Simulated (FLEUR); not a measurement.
# NdSb: exchange couplings by force theorems

Wanted: exchange couplings for NdSb, with the cost of each step.

Calculated with FLEUR MaX-R8.1; LDA (VWN) with U = 6.7 eV, J = 0.7 eV on Nd f; all-electron FLAPW, Dirac cores, scalar-relativistic bands.

## 1. Starting point

The structure is cubic, space group Fm-3m (No. 225). Conventional cell: a = 6.338 Å, b = 6.338 Å, c = 6.338 Å, α = 90.00°, β = 90.00°, γ = 90.00°. Nearest to Nd lie 6 Sb at 3.17 Å. Nearest to Sb lie 6 Nd at 3.17 Å. Farther neighbours are not listed.

Coordinates:

```cif
data_structure
_symmetry_space_group_name_H-M 'Fm-3m'
_symmetry_Int_Tables_number 225
_cell_length_a 6.3380
_cell_length_b 6.3380
_cell_length_c 6.3380
_cell_angle_alpha 90.000
_cell_angle_beta 90.000
_cell_angle_gamma 90.000
_cell_volume 254.60
loop_
_atom_site_label
_atom_site_type_symbol
_atom_site_symmetry_multiplicity
_atom_site_Wyckoff_symbol
_atom_site_fract_x
_atom_site_fract_y
_atom_site_fract_z
_atom_site_occupancy
Nd1 Nd 4 a 0.00000 0.00000 0.00000 1
Sb1 Sb 4 b 0.50000 0.00000 0.00000 1
```

## 2. Self-consistent state

The force theorems are single passes in this state's potential, so it has to be converged first. A Hubbard U acts on the open shell, since semilocal functionals spread its electrons too much.

No symmetry is used, so that later steps may turn the spins freely; k and −k are joined. The file n_mmp_mat seeds the f occupations with whole cubic orbitals by Hund's first rule, so that the U acts from the first pass. inpgen writes inp.xml from crystal.txt; cutoffs, mixing, functional, smearing and local orbitals are then set in the file. The k list scf (kpts.xml, not shown) is a Γ-centred 6×6×6 mesh; where the ranks do not divide the number of points, some are split in two of half the weight.

inp.xml

```
<?xml version="1.0" encoding="UTF-8" standalone="no"?>
<fleurInput fleurInputVersion="0.39">
   <comment>
      NdSb
   </comment>
   <calculationSetup>
      <cutoffs Kmax="3.6" Gmax="10.8" GmaxXC="10.8" numbands="0"/>
      <scfLoop itmax="130" minDistance="0.0001" maxIterBroyd="15" imix="Anderson" alpha="0.05" precondParam="0.0" spinf="2.0" sdNocoIR="T"/>
      <coreElectrons ctail="F" frcor="F" kcrel="0" coretail_lmax="0"/>
      <xcFunctional name="vwn" relativisticCorrections="F"/>
      <magnetism jspins="2" l_noco="F" l_ss="F">
         <qss>0.0 0.0 0.0</qss>
         <mtNocoParams l_mperp="F" l_mtNocoPot="F" l_relaxSQA="F" mag_mixing_scheme="0" mix_RelaxWeightOffD="1.0" l_constrained="F" mix_constr="1.0"/>
         <sourceFreeMag l_sourceFree="F" l_scaleMag="F" mag_scale="1.0"/>
      </magnetism>
      <soc l_soc="F" theta="0.0" phi="0.0" spav="F"/>
      <expertModes spex="0" secvar="F"/>
      <geometryOptimization l_f="F" forcealpha="1.0" forcemix="BFGS" epsdisp="0.00001" epsforce="0.00001"/>
      <ldaU l_linMix="F" mixParam="0.05" spinf="1.0"/>
   </calculationSetup>
   <cell>
      <bzIntegration valenceElectrons="29.0" mode="hist" fermiSmearingEnergy="0.00183747">
         <kPointListSelection listName="scf"/>
         <xi:include xmlns:xi="http://www.w3.org/2001/XInclude" href="kpts.xml"> </xi:include>
      </bzIntegration>
      <xi:include xmlns:xi="http://www.w3.org/2001/XInclude" href="sym.xml"> </xi:include>
      <bulkLattice scale="1.0">
         <bravaisMatrix>
            <row-1>    0.0000000000000000     5.9885420888573995     5.9885420888573995</row-1>
            <row-2>    5.9885420888573995     0.0000000000000000     5.9885420888573995</row-2>
            <row-3>    5.9885420888573995     5.9885420888573995     0.0000000000000000</row-3>
         </bravaisMatrix>
      </bulkLattice>
   </cell>
   <atomSpecies>
      <species name="Neodymium 3.000" element="Nd" atomicNumber="60">
         <mtSphere radius="2.8" gridPoints="1201" logIncrement="0.0108"/>
         <atomicCutoffs lmax="10" lnonsphr="8"/>
         <electronConfig flipSpins="F">
            <coreConfig>(1s1/2) (2s1/2) (2p1/2) (2p3/2) (3s1/2) (3p1/2) (3p3/2) (4s1/2) (3d3/2) (3d5/2) (4p1/2) (4p3/2) (4d3/2) (4d5/2)</coreConfig>
            <valenceConfig>(5s1/2) (5p1/2) (5p3/2) (6s1/2) (4f5/2) (4f7/2)</valenceConfig>
            <stateOccupation state="(4f5/2)" spinUp="1.2142857142857" spinDown="0.5"/>
            <stateOccupation state="(4f7/2)" spinUp="2.2857142857143" spinDown="0.0"/>
         </electronConfig>
         <energyParameters s="6" p="6" d="5" f="4"/>
         <ldaU l="3" U="6.7" J="0.7" l_amf="F"/>
         <lo type="SCLO" l="0" n="5" eDeriv="0"/>
         <lo type="SCLO" l="1" n="5" eDeriv="0"/>
      </species>
      <species name="Antimony (Sb)" element="Sb" atomicNumber="51">
         <mtSphere radius="2.8" gridPoints="1201" logIncrement="0.0108"/>
         <atomicCutoffs lmax="10" lnonsphr="8"/>
         <electronConfig flipSpins="F">
            <coreConfig>(1s1/2) (2s1/2) (2p1/2) (2p3/2) (3s1/2) (3p1/2) (3p3/2) (4s1/2) (3d3/2) (3d5/2) (4p1/2) (4p3/2)</coreConfig>
            <valenceConfig>(5s1/2) (4d3/2) (4d5/2) (5p1/2) (5p3/2)</valenceConfig>
            <stateOccupation state="(5p1/2)" spinUp="0.500000" spinDown="0.500000"/>
            <stateOccupation state="(5p3/2)" spinUp="1.000000" spinDown="1.000000"/>
         </electronConfig>
         <energyParameters s="5" p="5" d="5" f="4"/>
         <lo type="SCLO" l="2" n="4" eDeriv="0"/>
      </species>
   </atomSpecies>
   <atomGroups>
      <atomGroup species="Neodymium 3.000">
         <relPos label="                   1">.0000000000 .0000000000 .0000000000</relPos>
         <force calculate="T" relaxXYZ="TTT"/>
         <nocoParams  alpha="0.0" beta="0.0"/>
      </atomGroup>
      <atomGroup species="Antimony (Sb)">
         <relPos label="                   2">1.000/2.000 1.000/2.000 1.000/2.000</relPos>
         <force calculate="T" relaxXYZ="TTT"/>
         <nocoParams  alpha="0.0" beta="0.0"/>
      </atomGroup>
   </atomGroups>
   <output dos="F" band="F" slice="F">
      <bandDOS minEnergy="-.5*Htr" maxEnergy="0.5*Htr" sigma="0.015" storeEVData="T"/>
      <plotting iplot="0" polar="F">
         <plot TwoD="T" vec1="  1.0  0.0  0.0" vec2="  0.0  1.0  0.0" vec3="  0.0  0.0  1.0" zero="  0.0  0.0  0.0" file="plot"/>
      </plotting>
      <moessbauerParams electricFieldGradient="F" isomerShift="F" coreHyperfine="F" valenceHyperfine="F"/>
   </output>
</fleurInput>
```

crystal.txt

```
NdSb
&input film=F cartesian=F /
0.00000000000  3.16900000000  3.16900000000
3.16900000000  0.00000000000  3.16900000000
3.16900000000  3.16900000000  0.00000000000
1.8897261246
1.0 1.0 1.0

2
60 0.00000000000  0.00000000000  0.00000000000 : 3.000
51 0.50000000000  0.50000000000  0.50000000000

&kpt div1=6 div2=6 div3=6 gamma=T /
```

Started as:

```bash
OMP_NUM_THREADS=1 inpgen -f crystal.txt -nosym -noco > inpgen.log  # inp.xml is then edited as shown
OMP_NUM_THREADS=1 mpirun -n 4 fleur_MPI > fleur.log
```

What it wrote:

```text
Welcome to FLEUR        (www.flapw.de)
      MaX-Release 8.1          (www.max-centre.eu)

 ========== k-point set info ==========
 Selected k-point list: scf
 k-point list type: mesh
 0 x 0 x 0
 Number of k points: 112

 ------------Calculation Setup---------------------------
 Number of MPI-tasks      :            4
 Number of PE/node        :            4
 Number of OMP-threads    :            1
 k-points in parallel     :            4
 pe's per k-point         :            1
 No of k-point loops      :           28
 Eigenvalue solver        :       lapack
 Number of basis functions:          367
 Approximate size of matrices (H+S) per k-point:         0.004 GB
 --------------------------------------------------------
 Complex matrix made real
 Complex matrix made real
 Iteration:     1   Distance:      29.88838575 me/bohr^3
 Iteration:     2   Distance:      27.93025382 me/bohr^3
 Iteration:     3   Distance:      23.58099396 me/bohr^3
 Iteration:     4   Distance:      58.03765837 me/bohr^3
 Iteration:     5   Distance:      61.16125314 me/bohr^3
 Iteration:     6   Distance:      66.29229722 me/bohr^3
 Iteration:     7   Distance:       3.00190306 me/bohr^3
 Iteration:     8   Distance:       2.84845498 me/bohr^3
 Iteration:     9   Distance:       2.65368996 me/bohr^3
 Iteration:    10   Distance:       2.42725335 me/bohr^3
 Iteration:    11   Distance:       1.90516306 me/bohr^3
 Iteration:    12   Distance:       1.86706800 me/bohr^3
 Iteration:    13   Distance:       1.57092385 me/bohr^3
 Iteration:    14   Distance:       1.48531534 me/bohr^3
 Iteration:    15   Distance:       1.15299338 me/bohr^3
 Iteration:    16   Distance:       1.01987251 me/bohr^3
 Iteration:    17   Distance:       0.75242927 me/bohr^3
 Iteration:    18   Distance:       0.27331268 me/bohr^3
 Iteration:    19   Distance:       0.13355036 me/bohr^3
 Iteration:    20   Distance:       0.05967963 me/bohr^3
 Iteration:    21   Distance:       0.07427738 me/bohr^3
 Iteration:    22   Distance:       0.00768761 me/bohr^3
 Iteration:    23   Distance:       0.00204916 me/bohr^3
 Iteration:    24   Distance:       0.00121046 me/bohr^3
 Iteration:    25   Distance:       0.00045492 me/bohr^3
 Iteration:    26   Distance:       0.00008094 me/bohr^3

 ********************************************************************
 Run finished successfully
 Stop message:
   all done
 ********************************************************************

--- out.xml (last complete iteration) ---
<iteration numberForCurrentRun="   26" overallNumber="   26">
         [... left out ...]
         <bandgap value="0.0000000000" units="eV"/>
         <sumValenceSingleParticleEnergies value="-10.8166475834" units="Htr"/>
         <FermiEnergy value="0.2659263505" units="Htr"/>
         <valenceDensity>
            <mtCharges spin="1">
               <mtCharge atomType="1" total="7.3996602" s="1.0457489" p="2.9188667" d="0.4220689" f="3.0111582"/>
               <mtCharge atomType="2" total="6.8803216" s="0.7400667" p="1.1269295" d="5.0056648" f="0.0057056"/>
            </mtCharges>
            <mtCharges spin="2">
               <mtCharge atomType="1" total="4.3598912" s="1.0430909" p="2.9064382" d="0.3727938" f="0.0356723"/>
               <mtCharge atomType="2" total="6.9137164" s="0.7444467" p="1.1591138" d="5.0033100" f="0.0051802"/>
            </mtCharges>
            <spinDependentCharge spin="1" total="16.0232890" interstitial="1.7433072" mtSpheres="14.2799818"/>
            <spinDependentCharge spin="2" total="12.9767110" interstitial="1.7031033" mtSpheres="11.2736077"/>
            <totalCharge value="29.0000000000"/>
         </valenceDensity>
         [... left out ...]
         <allElectronCharges>
            <spinDependentCharge spin="1" total="57.0232890" interstitial="1.7434787" mtSpheres="55.2798103"/>
            <spinDependentCharge spin="2" total="53.9767110" interstitial="1.7032774" mtSpheres="52.2734336"/>
            <totalCharge value="111.0000000025"/>
         </allElectronCharges>
         <magneticMomentsInMTSpheres units="muBohr">
            <globalMagMoment atomType="1" vec="0.00000   0.00000   3.03977"/>
            <localMagMoment atomType="1" vec="0.00000   0.00000   3.03977"/>
            <globalMagMoment atomType="2" vec="0.00000   0.00000  -0.03339"/>
            <localMagMoment atomType="2" vec="0.00000   0.00000  -0.03339"/>
         </magneticMomentsInMTSpheres>
         <moessbauerParams unitsHFF="kG" unitsIS="e/bohr^3" unitsEFG="Htr/bohr^2">
         </moessbauerParams>
         <totalEnergy value="   -16101.4869330364" units="Htr">
            <sumOfEigenvalues value="    -9858.6349151292">
               <coreElectrons value="-9847.8182675458"/>
               <valenceElectrons value="-10.8166475834"/>
            </sumOfEigenvalues>
            <densityCoulombPotentialIntegral value="-26562.2967561024"/>
            <densityEffectivePotentialIntegral value="-27068.3288131259"/>
            <chargeDenXCDenIntegral value="-381.4837582891"/>
            <FockExchangeEnergyValence value="0.0000000000"/>
            <FockExchangeEnergyCore value="0.0000000000"/>
            <atomTypeDependentContributions atomType="1">
               <electronNucleiInteractionDifferentMTs value="11738.1580653162"/>
               <MadelungTerm value="-30.3401594835"/>
            </atomTypeDependentContributions>
            <atomTypeDependentContributions atomType="2">
               <electronNucleiInteractionDifferentMTs value="7861.8597225213"/>
               <MadelungTerm value="-18.5452004857"/>
            </atomTypeDependentContributions>
            <dftUCorrection value="-0.3544531139"/>
            <tkbTimesEntropy value="0.0001383657"/>
            <freeEnergy value="-16101.4870714021"/>
            <extrapolationTo0K value="-16101.4870022192"/>
         </totalEnergy>
         <ldaUDensityMatrix>
            <densityMatrixFor spin="1" atomType="1" uIndex="1" l="3" U="6.70000000" J="0.70000000">
               (+0.38000,+0.00000) (+0.00000,+0.00000) (+0.00000,+0.00000) (+0.00000,+0.00000) (-0.47166,+0.00000) (+0.00000,+0.00000) (+0.00000,+0.00000)
               (+0.00000,+0.00000) (+0.49471,+0.00000) (+0.00000,+0.00000) (+0.00000,+0.00000) (+0.00000,+0.00000) (+0.49418,+0.00000) (+0.00000,+0.00000)
               (+0.00000,+0.00000) (+0.00000,+0.00000) (+0.62354,+0.00000) (+0.00000,+0.00000) (+0.00000,+0.00000) (+0.00000,+0.00000) (-0.47166,+0.00000)
               (+0.00000,+0.00000) (+0.00000,+0.00000) (+0.00000,+0.00000) (+0.01465,+0.00000) (+0.00000,+0.00000) (+0.00000,+0.00000) (+0.00000,+0.00000)
               (-0.47166,+0.00000) (+0.00000,+0.00000) (+0.00000,+0.00000) (+0.00000,+0.00000) (+0.62354,+0.00000) (+0.00000,+0.00000) (+0.00000,+0.00000)
               (+0.00000,+0.00000) (+0.49418,+0.00000) (+0.00000,+0.00000) (+0.00000,+0.00000) (+0.00000,+0.00000) (+0.49472,+0.00000) (+0.00000,+0.00000)
               (+0.00000,+0.00000) (+0.00000,+0.00000) (-0.47166,+0.00000) (+0.00000,+0.00000) (+0.00000,+0.00000) (+0.00000,+0.00000) (+0.38000,+0.00000)
            </densityMatrixFor>
            <densityMatrixFor spin="2" atomType="1" uIndex="1" l="3" U="6.70000000" J="0.70000000">
               (+0.00669,+0.00000) (+0.00000,+0.00000) (+0.00000,+0.00000) (+0.00000,+0.00000) (+0.00317,+0.00000) (+0.00000,+0.00000) (+0.00000,+0.00000)
               (+0.00000,+0.00000) (+0.00152,+0.00000) (+0.00000,+0.00000) (+0.00000,+0.00000) (+0.00000,+0.00000) (+0.00109,+0.00000) (+0.00000,+0.00000)
               (+0.00000,+0.00000) (+0.00000,+0.00000) (+0.00506,+0.00000) (+0.00000,+0.00000) (+0.00000,+0.00000) (+0.00000,+0.00000) (+0.00317,+0.00000)
               (+0.00000,+0.00000) (+0.00000,+0.00000) (+0.00000,+0.00000) (+0.00915,+0.00000) (+0.00000,+0.00000) (+0.00000,+0.00000) (+0.00000,+0.00000)
               (+0.00317,+0.00000) (+0.00000,+0.00000) (+0.00000,+0.00000) (+0.00000,+0.00000) (+0.00506,+0.00000) (+0.00000,+0.00000) (+0.00000,+0.00000)
               (+0.00000,+0.00000) (+0.00109,+0.00000) (+0.00000,+0.00000) (+0.00000,+0.00000) (+0.00000,+0.00000) (+0.00152,+0.00000) (+0.00000,+0.00000)
               (+0.00000,+0.00000) (+0.00000,+0.00000) (+0.00317,+0.00000) (+0.00000,+0.00000) (+0.00000,+0.00000) (+0.00000,+0.00000) (+0.00669,+0.00000)
            </densityMatrixFor>
         </ldaUDensityMatrix>
         <ldaUDensityMatrixConvergence>
            <distance spin="1" distance="0.000006"/>
            <distance spin="2" distance="0.000001"/>
         </ldaUDensityMatrixConvergence>
         <densityConvergence units="me/bohr^3">
            <chargeDensity spin="1" distance="0.0000640542"/>
            <chargeDensity spin="2" distance="0.0000420161"/>
            <overallChargeDensity distance="0.0000720129"/>
            <spinDensity distance="0.0000809365"/>
         </densityConvergence>
      </iteration>
```

It took 2.2 min on 4 MPI ranks of Intel Xeon Platinum 8488C (Sapphire Rapids), shared host; peak memory 0.81 GiB.

This step gave:

```yaml
free_energy: -438143.7838 eV
program_s_band_gap_on_this_mesh_in_a_metal_only_a_level_spacing: 0 eV
magnetization: 3.047 μB
final_state: ferromagnetic
largest_moment: 3.040 μB
```

After 26 cycles the largest moment stands at 3.04 μB.

## 3. Cone spirals

A narrow cone is a small rotation, for which the force theorem holds; spirals of any q fit in this cell.

All spins tilt by 10° and precess with wavevector q. The points are the irreducible ones of a 4×4×4 mesh. The k list spirals (kpts.xml, not shown) is a Γ-centred 8×8×8 mesh.

inp.xml, as its differences from that of step 2:

```diff
@@ -7,6 +7,6 @@
       <cutoffs Kmax="3.6" Gmax="10.8" GmaxXC="10.8" numbands="0"/>
-      <scfLoop itmax="130" minDistance="0.0001" maxIterBroyd="15" imix="Anderson" alpha="0.05" precondParam="0.0" spinf="2.0" sdNocoIR="T"/>
+      <scfLoop itmax="1" minDistance="0.0001" maxIterBroyd="15" imix="Anderson" alpha="0.05" precondParam="0.0" spinf="2.0" sdNocoIR="T"/>
       <coreElectrons ctail="F" frcor="F" kcrel="0" coretail_lmax="0"/>
       <xcFunctional name="vwn" relativisticCorrections="F"/>
-      <magnetism jspins="2" l_noco="F" l_ss="F">
+      <magnetism jspins="2" l_noco="T" l_ss="T">
          <qss>0.0 0.0 0.0</qss>
@@ -22,3 +22,3 @@
       <bzIntegration valenceElectrons="29.0" mode="hist" fermiSmearingEnergy="0.00183747">
-         <kPointListSelection listName="scf"/>
+         <kPointListSelection listName="spirals"/>
          <xi:include xmlns:xi="http://www.w3.org/2001/XInclude" href="kpts.xml"> </xi:include>
@@ -66,3 +66,3 @@
          <force calculate="T" relaxXYZ="TTT"/>
-         <nocoParams  alpha="0.0" beta="0.0"/>
+         <nocoParams  alpha="0.0" beta="0.1745329"/>
       </atomGroup>
@@ -71,3 +71,3 @@
          <force calculate="T" relaxXYZ="TTT"/>
-         <nocoParams  alpha="0.0" beta="0.0"/>
+         <nocoParams  alpha="0.0" beta="0.1745329"/>
       </atomGroup>
@@ -81,2 +81,14 @@
    </output>
+   <forceTheorem>
+      <spinSpiralDispersion>
+         <q>0.00000000 0.00000000 0.00000000</q>
+         <q>0.00000000 0.00000000 0.25000000</q>
+         <q>0.00000000 0.00000000 0.50000000</q>
+         <q>0.00000000 0.25000000 0.25000000</q>
+         <q>0.00000000 0.25000000 0.50000000</q>
+         <q>0.00000000 0.25000000 -0.25000000</q>
+         <q>0.00000000 0.50000000 0.50000000</q>
+         <q>0.25000000 0.50000000 -0.25000000</q>
+      </spinSpiralDispersion>
+   </forceTheorem>
 </fleurInput>
```

Started as:

```bash
OMP_NUM_THREADS=1 mpirun -n 4 fleur_MPI -warn_only > fleur.log
```

What it wrote:

```text
[banner, memory and clock lines left out]
Welcome to FLEUR        (www.flapw.de)
      MaX-Release 8.1          (www.max-centre.eu)
 qss = 0 ; not a spin-spiral!

 ========== k-point set info ==========
 Selected k-point list: spirals
 k-point list type: mesh
 0 x 0 x 0
 Number of k points: 512

 [... set-up left out ...]
 ********************************************************************
 Run finished successfully
 Stop message:
   Forcetheorem:SpinSpiralDispersion
 ********************************************************************

--- out.xml (force theorem) ---
<Forcetheorem_SSDISP qvectors="8" units="Htr">
            <Entry q="1" ev-sum="-10.8169456"/>
            <Entry q="2" ev-sum="-10.8169462"/>
            <Entry q="3" ev-sum="-10.8169475"/>
            <Entry q="4" ev-sum="-10.8169459"/>
            <Entry q="5" ev-sum="-10.8169470"/>
            <Entry q="6" ev-sum="-10.8169475"/>
            <Entry q="7" ev-sum="-10.8169468"/>
            <Entry q="8" ev-sum="-10.8169469"/>
         </Forcetheorem_SSDISP>
```

Run time: 5.8 min. Hardware: 4 MPI ranks; peak memory 1 GiB.

Spiral energies, by row:

| q1 | q2 | q3 | band energy less that at q = 0 (meV a cell) |
| --- | --- | --- | --- |
| 0 | 0 | 0 | 0 |
| 0 | 0 | 0.25 | -0.01633 |
| 0 | 0 | 0.5 | -0.0517 |
| 0 | 0.25 | 0.25 | -0.008163 |
| 0 | 0.25 | 0.5 | -0.0381 |
| 0 | 0.25 | -0.25 | -0.0517 |
| 0 | 0.5 | 0.5 | -0.03265 |
| 0.25 | 0.5 | -0.25 | -0.03537 |

## 4. Couplings in real space

Energy differences over sin² of the cone give J(q); symmetry fills the mesh, and a Fourier sum gives the pairs.

(Continued in part 2 of 2.)

[Logs and program files are shortened in this print: banners, set-up blocks, solver, clock and traceback lines can be left out without a mark of their own.]

[Logs are printed without paths, hosts, clocks, repeated set-up lines and the standing remarks that a program may print on its own settings, such as how far it seeks lower states.]

[Hosts, paths, dates, database ids (printed as entryN), source tags and the programs' standing remarks are cut or masked in the printed files.]

[Where a cell is said to come from a database of computed structures, the database is the Materials Project.]
